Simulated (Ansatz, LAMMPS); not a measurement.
## Amorphous Ge at 4.75 g/cm^3 (72 atoms): geometry optimisation

Aim: bring amorphous Ge at 4.75 g/cm^3 (72 atoms) to a nearby minimum of the energy and see what moves.

Program: Ansatz 0.2.0. Level of theory: Kohn-Sham DFT, PBE, PAW (set soft_2), plane waves. Results are calculated unless marked as measured.

This is a report of a sequence of runs, with most program output left out.

In doubt: the hybrid run may have settled on a false gap or state (step 7), so the values of those runs are not to be relied on; a hybrid run on one k-point (step 7), which bears on gaps, levels and energies.

### Step 1. Set-up

The cell holds 72 atoms: 72 Ge. Cell: a = 12.230 Å, b = 12.230 Å, c = 12.230 Å, α = 90.0°, β = 90.0°, γ = 90.0°. 72 atoms (72 Ge) placed at random at 4.75 g/cm³, melted at 3500 K for 10 ps at fixed volume with the Tersoff potential (Tersoff, Phys. Rev. B 39, 5566 (1989)). Quenched from 3500 K to 300 K at 20 K/ps and fixed volume, annealed at 800 K for 20 ps, held 5 ps, then minimised at fixed cell. The density is one point of a scan and needn't be that of the real material.

What the set-up can't give: The quench rate of 20 K/ps far exceeds what a furnace or splat quench reaches, so expect more defects and frozen-in strain than in a real sample. The starting topology of bonds comes from the classical model. Only the Γ point is sampled, in a cell whose shortest periodic width is 12 Å.

### Step 2. Making the structure

A classical potential makes the cell, at a small fraction of what the same run would cost in DFT.

This step: classical MD, Tersoff potential (Tersoff, Phys. Rev. B 39, 5566 (1989)) (LAMMPS 22 Jul 2025 - Update 4).

File in.lmp:

```
# melt-quench of Ge72
units metal
atom_style atomic
boundary p p p
region box block 0 12.2300 0 12.2300 0 12.2300
create_box 1 box
mass 1 72.6300   # Ge
create_atoms 1 random 72 29131 NULL overlap 2.12 maxtry 2000
pair_style tersoff
pair_coeff * * SiCGe.tersoff Ge
neigh_modify delay 0 every 1 check yes
thermo_style custom step time temp pe press density
thermo_modify norm yes
timestep 0.001
thermo 100
min_style cg
minimize 1e-4 1e-4 200 2000
reset_timestep 0
velocity all create 3500 29132 mom yes dist gaussian
fix lim all nve/limit 0.05
fix lan all langevin 3500 3500 0.1 29133 zero yes
thermo 500
run 1000 post no
unfix lim
unfix lan
thermo 1666
fix md all nvt temp 3500 3500 0.1
run 10000 post no
unfix md
thermo 16000
fix md all nvt temp 3500 300 0.1
run 160000 post no
unfix md
thermo 2500
# [... 11 lines left out ...]
thermo 2500
fix md all nvt temp 300 300 0.1
run 5000 post no
unfix md
thermo 100
min_style cg
minimize 0 1e-3 2000 20000
write_dump all custom glass.dump id type xs ys zs modify sort id
```

On the command line:

```sh
lmp -in in.lmp -log none -nocite
```

It took 22 s on 1 thread of Arm Neoverse V2, shared host; peak memory 0.072 GiB.

### Step 3. Single point at the start

The forces at the start show how far the geometry lies from a minimum of this functional.

File input.yaml:

```yaml
crystal:
  lattice:
    - [12.23, 0.0, 0.0]
    - [0.0, 12.23, 0.0]
    - [0.0, 0.0, 12.23]
  atoms:
    - { symbol: Ge, position: [0.07795, 0.22541, 0.87898] }
    - { symbol: Ge, position: [0.76081, 0.01008, 0.52355] }
    - { symbol: Ge, position: [0.76859, 0.9533, 0.3138] }
    - { symbol: Ge, position: [0.12726, 0.42197, 0.92029] }
    - { symbol: Ge, position: [0.29577, 0.88086, 0.59125] }
    - { symbol: Ge, position: [0.3177, 0.45465, 0.5152] }
    - { symbol: Ge, position: [0.35898, 0.74545, 0.05685] }
    - { symbol: Ge, position: [0.8526, 0.65891, 0.31667] }
[... 60 atom lines left out ...]
    - { symbol: Ge, position: [0.32448, 0.4186, 0.85788] }
    - { symbol: Ge, position: [0.62343, 0.35423, 0.66827] }
    - { symbol: Ge, position: [0.93522, 0.27401, 0.47222] }
    - { symbol: Ge, position: [0.14061, 0.08917, 0.20207] }
kpoints:
  mp_grid: { grid: [1, 1, 1] }
hamiltonian:
  xc: pbe
scf:
  occupations: { method: fermi_dirac, width: 0.025 }
output:
  forces: true
```

On the command line:

```sh
ansatz run input.yaml --threads 4 --pin off --max-ram 8192MiB --backend cpu --events-out ev --progress --plain --runs-dir out
```

Run time: 29 s. Hardware: 4 threads of Arm Neoverse V2, shared host; peak memory 2.8 GiB; 1.8 min of CPU time.

Read from the output:

```yaml
free_energy: -309221.3324 eV
free_energy_per_atom: -4294.7407 eV/atom
scf_cycles: 10
r_m_s_force_component: 0.229 eV/Å
longest_force: 0.731 eV/Å
fermi_energy: 7.051 eV
```

The r.m.s. force component of 0.23 eV/Å sets the starting point.

Neighbours are counted within 2.93 Å (Ge-Ge).

Length of the force by element and coordination:

| element | coordination | atoms | mean length of the force (eV/Å) | spread | least | most |
| --- | --- | --- | --- | --- | --- | --- |
| Ge | all | 72 | 0.359 | 0.167 | 0.0481 | 0.731 |
| Ge | 3 | 1 | 0.456 | 0 | 0.456 | 0.456 |
| Ge | 4 | 60 | 0.360 | 0.161 | 0.0741 | 0.731 |
| Ge | 5 | 11 | 0.347 | 0.204 | 0.0481 | 0.726 |

### Step 4. Relaxation

With the cell held, the atoms are moved downhill towards a nearby minimum.

input.yaml: that of step 3 with these lines changed.

```diff
@@ -15 +15,4 @@
   forces: true
+relax:
+  f_tol: 0.04
+  max_steps: 250
```

Elapsed: 3.3 min, on 4 threads; peak memory 2.8 GiB.

Step by step:

| step | energy less that of the first step (eV) | largest force component (eV/Å) |
| --- | --- | --- |
| 1 | 0.0000 | 0.6707 |
| 2 | -1.1489 | 0.4073 |
| 3 | -1.6843 | 0.2757 |
| 4 | -1.9324 | 0.2778 |
| 5 | -2.0565 | 0.1558 |
| 6 | -2.1041 | 0.1008 |
| 7 | -2.0931 | 0.4169 |
| 8 | -2.1419 | 0.0393 |
| 9 | -2.1454 | 0.0376 |

Relaxation step 7 was tried and not accepted.

The atoms that moved most (Å):

| atom | dx | dy | dz | length |
| --- | --- | --- | --- | --- |
| Ge38 | 0.265 | 0.073 | -0.737 | 0.787 |
| Ge2 | 0.194 | 0.046 | 0.617 | 0.648 |
| Ge3 | -0.451 | 0.341 | -0.196 | 0.598 |
| Ge45 | -0.029 | 0.122 | 0.540 | 0.554 |
| Ge66 | 0.007 | -0.394 | -0.182 | 0.434 |
| Ge30 | -0.001 | 0.354 | -0.251 | 0.434 |
| Ge26 | 0.050 | -0.302 | -0.220 | 0.377 |
| Ge49 | -0.361 | 0.016 | -0.015 | 0.362 |

The relaxation changed the energy by -29.8 meV/atom, and atoms moved by 0.25 Å r.m.s., 0.79 Å at most.

### Step 5. Distances and neighbours after relaxation

Bonds before and after, by the cutoffs listed below:

| pair | bonds before | bonds after | mean before (Å) | mean after (Å) | spread before (Å) | spread after (Å) |
| --- | --- | --- | --- | --- | --- | --- |
| Ge-Ge | 149 | 147 | 2.556 | 2.565 | 0.079 | 0.074 |

Density 4.75 g/cm³, 25.41 Å³ an atom.

Pair distribution function in bins of 0.2 Å:

| r (Å) | total |
| --- | --- |
| 2.40 | 1.05 |
| 2.60 | 4.94 |
| 2.80 | 0.29 |
| 3.00 | 0.03 |
| 3.20 | 0.25 |
| 3.40 | 0.43 |
| 3.60 | 0.36 |
| 3.80 | 1.08 |
| 4.00 | 2.08 |
| 4.20 | 1.94 |
| 4.40 | 1.38 |
| 4.60 | 0.90 |
| 4.80 | 0.82 |
| 5.00 | 0.81 |
| 5.20 | 0.71 |
| 5.40 | 0.78 |
| 5.60 | 0.73 |
| 5.80 | 0.95 |
| 6.00 | 1.08 |

Bonds by pair of elements; cutoffs follow the first minimum of g(r), held within bounds set by covalent radii, and pairs that aren't listed don't count as bonded:

| pair A-B | cutoff (Å) | bonds | mean length (Å) | spread (Å) | shortest (Å) | B about A | A about B |
| --- | --- | --- | --- | --- | --- | --- | --- |
| Ge-Ge | 2.98 | 147 | 2.56 | 0.074 | 2.45 | 4.08 | 4.08 |

How many atoms have how many bonded neighbours:

| element | mean | 3 | 4 | 5 |
| --- | --- | --- | --- | --- |
| Ge | 4.08 | 2 | 62 | 8 |

Bond angles, per cent of each kind in bins of 5°:

| angle (°) | Ge-Ge-Ge |
| --- | --- |
| 55–60 | 0.4 |
| 60–65 | 0.0 |
| 65–70 | 0.2 |
| 70–75 | 0.9 |
| 75–80 | 2.6 |
| 80–85 | 2.6 |
| 85–90 | 4.2 |
| 90–95 | 4.6 |
| 95–100 | 9.2 |
| 100–105 | 17.5 |
| 105–110 | 15.7 |
| 110–115 | 14.6 |
| 115–120 | 8.9 |
| 120–125 | 6.6 |
| 125–130 | 3.7 |
| 130–135 | 3.1 |
| 135–140 | 2.2 |
| 140–145 | 0.9 |
| 145–150 | 0.4 |
| 150–155 | 0.4 |
| 155–160 | 0.2 |
| 160–165 | 0.2 |
| 165–170 | 0.7 |
| 170–175 | 0.0 |
| 175–180 | 0.2 |

Bond angles (no mean is given where the spread exceeds 20°):

| angle | count | mean (°) | spread (°) |
| --- | --- | --- | --- |
| Ge-Ge-Ge | 458 | 108 | 16 |

Bond length by coordination (bonds to H left out):

| element | coordination | atoms | mean bond length (Å) |
| --- | --- | --- | --- |
| Ge | 3 | 2 | 2.57 |
| Ge | 4 | 62 | 2.56 |
| Ge | 5 | 8 | 2.62 |

Rings of the network by King's shortest-path rule, up to 12 atoms, one path for each pair of neighbours; H, halogens, alkali and alkaline-earth atoms are left out, and the last column divides by all other atoms, bonded or not:

| ring size (atoms) | rings | per network atom |
| --- | --- | --- |
| 3 | 1 | 0.014 |
| 4 | 9 | 0.125 |
| 5 | 36 | 0.5 |
| 6 | 57 | 0.792 |
| 7 | 35 | 0.486 |
| 8 | 11 | 0.153 |
| 9 | 1 | 0.014 |

The first maximum of g(r) stands at about 2.5 Å. By these cutoffs 86 % of Ge atoms have 4 bonded neighbours. The Ge-Ge-Ge angle averages 108° with a spread of 16°. Bonds at Ge atoms with 4 neighbours average 2.56 Å, against 2.62 Å at those with 5. Rings of 6 atoms are the most common (38 % of those counted); sizes run from 3 to 9.

### Step 6. Single point at the relaxed geometry

One more single point at the end of the walk gives the fuller output and checks the residual forces.

File input.yaml:

```yaml
crystal:
  lattice:
    - [12.23, 0.0, 0.0]
    - [0.0, 12.23, 0.0]
    - [0.0, 0.0, 12.23]
  atoms:
    - { symbol: Ge, position: [0.0858, 0.22926, 0.88861] }
    - { symbol: Ge, position: [0.77668, 0.01383, 0.57397] }
    - { symbol: Ge, position: [0.73169, 0.98115, 0.29777] }
    - { symbol: Ge, position: [0.12367, 0.42827, 0.93529] }
    - { symbol: Ge, position: [0.29716, 0.88879, 0.59453] }
    - { symbol: Ge, position: [0.31156, 0.45303, 0.50526] }
    - { symbol: Ge, position: [0.36354, 0.74261, 0.07856] }
    - { symbol: Ge, position: [0.85445, 0.65278, 0.31821] }
[... 60 atom lines left out ...]
    - { symbol: Ge, position: [0.31282, 0.42101, 0.84633] }
    - { symbol: Ge, position: [0.63135, 0.3441, 0.66253] }
    - { symbol: Ge, position: [0.93514, 0.2609, 0.47242] }
    - { symbol: Ge, position: [0.12118, 0.08789, 0.21236] }
kpoints:
  mp_grid: { grid: [1, 1, 1] }
hamiltonian:
  xc: pbe
scf:
  occupations: { method: fermi_dirac, width: 0.025 }
output:
  forces: true
  stress: true
  populations: true
  dos:
    method: { smearing: { sigma: 0.08 } }
    de: 0.05
    projected: { site_lists: { Ge: [Ge] } }
  eigenvalues: true
  write_density: true
  write_potential: true
  volumetric_format: npy
```

It took 54 s on 4 threads; peak memory 2.9 GiB; 3.5 min of CPU time.

Read from the output:

| Quantity | Value |
| --- | --- |
| free energy | -309223.4777 eV |
| free energy per atom | -4294.7705 eV/atom |
| SCF cycles | 14 |
| pressure | -0.8874 GPa |
| r.m.s. force component | 0.01087 eV/Å |
| longest force | 0.0453 eV/Å |
| Fermi energy | 7.006 eV |
| gap (highest filled to lowest empty level) | 0.2883 eV |
| spilling of the projection | 0.00166 |

The mean of these charges, 0.023 e, is only the charge that the projection spills.

Löwdin charges by element and coordination (they lack the spilled electrons, 0.023 e an atom on average):

| element | coordination | atoms | mean charge (e) | spread | least | most |
| --- | --- | --- | --- | --- | --- | --- |
| Ge | all | 72 | 0.0232 | 0.0279 | -0.0485 | 0.113 |
| Ge | 3 | 2 | 0.0282 | 0.004 | 0.0242 | 0.0322 |
| Ge | 4 | 62 | 0.028 | 0.0247 | -0.0144 | 0.113 |
| Ge | 5 | 8 | -0.0145 | 0.0264 | -0.0485 | 0.0257 |

Density of states as counts of states in windows of 1 eV (from the Fermi level), total and the larger projections:

| from (eV) | to (eV) | total | Ge p | Ge s |
| --- | --- | --- | --- | --- |
| -14 | -13 | 0.0 | 0.0 | 0.0 |
| -13 | -12 | 2.0 | 0.1 | 1.9 |
| -12 | -11 | 11.0 | 2.5 | 8.4 |
| -11 | -10 | 23.3 | 6.3 | 17.0 |
| -10 | -9 | 20.1 | 5.6 | 14.4 |
| -9 | -8 | 24.3 | 7.4 | 16.8 |
| -8 | -7 | 20.6 | 7.4 | 13.1 |
| -7 | -6 | 18.3 | 7.7 | 10.5 |
| -6 | -5 | 15.0 | 7.1 | 7.8 |
| -5 | -4 | 10.2 | 5.6 | 4.5 |
| -4 | -3 | 30.1 | 27.4 | 2.4 |
| -3 | -2 | 43.4 | 40.1 | 3.0 |
| -2 | -1 | 47.7 | 44.8 | 2.5 |
| -1 | 0 | 22.0 | 19.5 | 2.2 |
| 0 | 1 | 23.7 | 17.6 | 5.4 |
| 1 | 2 | 33.9 | 24.3 | 7.9 |
| 2 | 3 | 39.0 | 29.1 | 6.7 |
| 3 | 4 | 45.6 | 34.7 | 5.1 |
| 4 | 5 | 42.6 | 30.9 | 3.7 |

Between -25 and -14 eV lie 720 more states.

The levels nearest the highest filled one (over half full), pooled over k-points and spins:

| level less the highest filled one (eV) | occupation |
| --- | --- |
| -0.553 | 2 |
| -0.366 | 2 |
| -0.319 | 2 |
| -0.261 | 2 |
| -0.108 | 2 |
| 0 | 1.99 |
| 0.288 | 0.006 |
| 0.376 | 0 |
| 0.411 | 0 |
| 0.555 | 0 |
| 0.628 | 0 |
| 0.701 | 0 |

Valence density in the bc plane at fractional x = 0.631, with atoms of Ge within 0.2 Å of it. It is the smooth field of the valence electrons, not physical close to the nuclei.

Values in e/Å³, 13 rows by 16 columns, each cell a mean:
```
 0  0  0  0  1  4  1  0  0  0  0  0  0  3  1  0
 0  0  0  0  0  0  0  0  0  2  3  0  0  0  0  0
 0  0  0  0  0  0  0  0  0  4  7  0  0  0  0  0
 0  0  0  0  0  3  1  0  0  0  0  0  0  0  0  0
 0  0  0  0  1 17  3  0  0  0  0  0  0  7  2  0
 0  0  0  0  0  0  0  0  0  0  8  3  0  2  1  0
 0  2 16  1  0  0  0  0  0  0  6  2  0  0  0  0
 0  1  2  0  0  0  0  0  0  0  0  0  0  0  0  0
 0  0  0  0  0  2 17  1  0  0  0  0  0  0  0  0
 0  0  0  0  0  0  2  0  0  0  0  0  1  0  0  0
 1  0  0  0  0  0  0  0  0  0  0  0  0  0  0  2
 4  0  0  0  0  0  0  0  0  0  1  0  0  0  1 14
 0  0  0  0  1 15  1  0  0  0  0  0  0  0  0  0
```
Columns run along b (12.2 Å), rows up along c (12.2 Å). Atoms in or near the plane, at fractional coordinates: Ge at (0.40, 0.33), Ge at (0.34, 0.01), Ge at (0.98, 0.12), Ge at (0.67, 0.53), Ge at (0.62, 0.83), Ge at (0.14, 0.48), Ge at (0.34, 0.66).

Electrostatic potential energy in the bc plane at fractional x = 0.631, with atoms of Ge within 0.2 Å of it. With pseudopotentials it is smooth inside the atoms' cores, unlike the true potential.

Values in eV, 13 rows by 16 columns, each cell a mean:
```
 11  11  11   9  -3 -18  -4   9  10   8   6   8   1 -24 -16   7
 11  11  11  11   9   7   9  10   7 -12 -16   4   7  -1   3   9
 11  11  11  11   9   7   9  10   5 -19 -23   2   8   8   9  11
 11  11  11  10   1 -14  -4   7   4   3   5   9   8   4   6  10
 10  10  10   9  -8 -28 -16   6   3   5   6   7  -2 -25 -16   7
  9   5   0   6   7   0   5  10   9   0 -22 -15   1 -14  -6   8
  8 -16 -28  -8   8   8   8  10  10   1 -20 -13   7   9   9  10
  9  -3 -13   1   9   5  -1   6  10   9   7   8   9  10  11  10
  8  10   8   8   7 -12 -29 -11   9  10   9   4  -2   5   9   7
  8  10   9   7   8   0 -12   0  10  10   9  -3 -19  -2   8   6
 -4   8   9   9  10   9   7   6   9   8   6   6   4   7   4 -11
-19   6   5   6   7   3   5   6   9   4  -5   4  10   9  -3 -28
  4   9   8   7  -9 -27 -11   8  10   7   3   7   7  -2   0  -1
```
Columns run along b (12.2 Å; values clipped at the 3rd and 97th percentile), rows up along c (12.2 Å). Atoms in or near the plane, at fractional coordinates: Ge at (0.40, 0.33), Ge at (0.34, 0.01), Ge at (0.98, 0.12), Ge at (0.67, 0.53), Ge at (0.62, 0.83), Ge at (0.14, 0.48), Ge at (0.34, 0.66).

Löwdin charges run from -0.05 to +0.11 e, about a mean that is the spilled charge alone. Within 0.4 eV of the Fermi level the largest share is Ge p (82 % of the projected weight).

A closer look about Ge21, which has 5 bonded neighbours where the commonest count for Ge is 4: 17 atoms, nearest first, numbered in the order of the input, with positions taken from that point.

| atom | x | y | z | distance (Å) | bonds | Löwdin charge (e) |
| --- | --- | --- | --- | --- | --- | --- |
| Ge21 | 0.00 | 0.00 | 0.00 | 0.00 | 5 | -0.04 |
| Ge64 | -1.77 | 0.39 | 1.68 | 2.47 | 4 | 0.04 |
| Ge22 | 1.30 | -1.40 | 1.77 | 2.60 | 4 | 0.11 |
| Ge63 | -1.03 | 0.34 | -2.38 | 2.62 | 4 | 0.07 |
| Ge45 | 1.23 | 2.29 | -0.55 | 2.66 | 4 | 0.01 |
| Ge43 | -1.13 | -2.42 | 0.11 | 2.67 | 4 | 0.01 |
| Ge15 | 3.39 | 1.01 | -0.72 | 3.61 | 4 | 0.02 |
| Ge2 | 0.46 | 2.34 | -2.99 | 3.82 | 4 | -0.01 |
| Ge38 | 0.90 | -3.78 | -0.45 | 3.91 | 3 | 0.03 |
| Ge51 | -2.57 | -2.08 | 2.28 | 4.02 | 5 | -0.01 |
| Ge58 | -3.71 | 1.47 | 0.59 | 4.04 | 4 | 0.02 |
| Ge48 | -3.21 | 1.77 | -1.85 | 4.11 | 4 | 0.04 |
| Ge42 | -0.46 | -2.14 | 3.53 | 4.15 | 4 | 0.03 |
| Ge36 | -1.47 | -1.91 | -3.49 | 4.24 | 4 | -0.01 |
| Ge14 | 3.86 | -1.41 | -1.27 | 4.30 | 4 | 0.00 |
| Ge60 | 3.11 | -3.02 | 0.50 | 4.37 | 5 | 0.02 |
| Ge30 | -1.45 | 1.89 | 3.68 | 4.38 | 4 | 0.01 |

The column of bonds counts only the pairs Ge-Ge within 2.98 Å; other neighbours, such as metal atoms beside each other in a compound, aren't counted, and periodic images can show an atom twice.

### Step 7. Functional HSE06

HSE06 mixes in a quarter of exact exchange at short range, which counters self-interaction, at a higher cost.

This step: Kohn-Sham DFT, HSE06, PAW (set soft_2), plane waves (Ansatz 0.2.0).

input.yaml: that of step 6 with these lines changed.

```diff
@@ -10,3 +10,3 @@
 hamiltonian:
-  xc: pbe
+  xc: hse06
 scf:
@@ -22,4 +22 @@
   eigenvalues: true
-  write_density: true
-  write_potential: true
-  volumetric_format: npy
```

Elapsed: 19 min, on 4 threads; peak memory 6.1 GiB; 72 min of CPU time.

The program notes that the band table was not solved further than the SCF left it, the gap may close elsewhere in the zone, it cut back its work space to fit the memory limit, the gap was narrow in the semilocal warm-up, the exchange threshold is loose for the stress and the SCF threshold is loose for the stress. Further notices: exchange renewal ram declined; product built on unsolved table.

Geometry and reference: those of the single point at the relaxed geometry.

Forces differ from those of the single point at the relaxed geometry by 77 meV/Å r.m.s.; the pressure by -2.3 GPa and the gap by +0.15 eV. It took 19 min and 66 cycles; the reference's time can't be set against it, since the two runs asked for unlike analyses.

Numbers from this run:

```yaml
free_energy: -309281.4245 eV
free_energy_per_atom: -4295.5753 eV/atom
scf_cycles: 66
pressure: -3.193 GPa
r_m_s_force_component: 0.07676 eV/Å
longest_force: 0.2519 eV/Å
fermi_energy: 6.964 eV
spacing_of_highest_filled_and_lowest_empty_level: 0.4347 eV
spilling_of_the_projection: 0.001744
```

Length of the force by element and coordination:

| element | coordination | atoms | mean length of the force (eV/Å) | spread | least | most |
| --- | --- | --- | --- | --- | --- | --- |
| Ge | all | 72 | 0.122 | 0.0528 | 0.0235 | 0.252 |
| Ge | 3 | 2 | 0.203 | 0.0164 | 0.187 | 0.220 |
| Ge | 4 | 62 | 0.114 | 0.0486 | 0.0235 | 0.252 |
| Ge | 5 | 8 | 0.166 | 0.0509 | 0.0667 | 0.252 |

[end of part 1 of 2]

[Logs are printed without paths, hosts, clocks, repeated set-up lines and the standing remarks that a program may print on its own settings, such as how far it seeks lower states.]

[Hosts, paths, dates, database ids (printed as entryN), source tags and the programs' standing remarks are cut or masked in the printed files.]
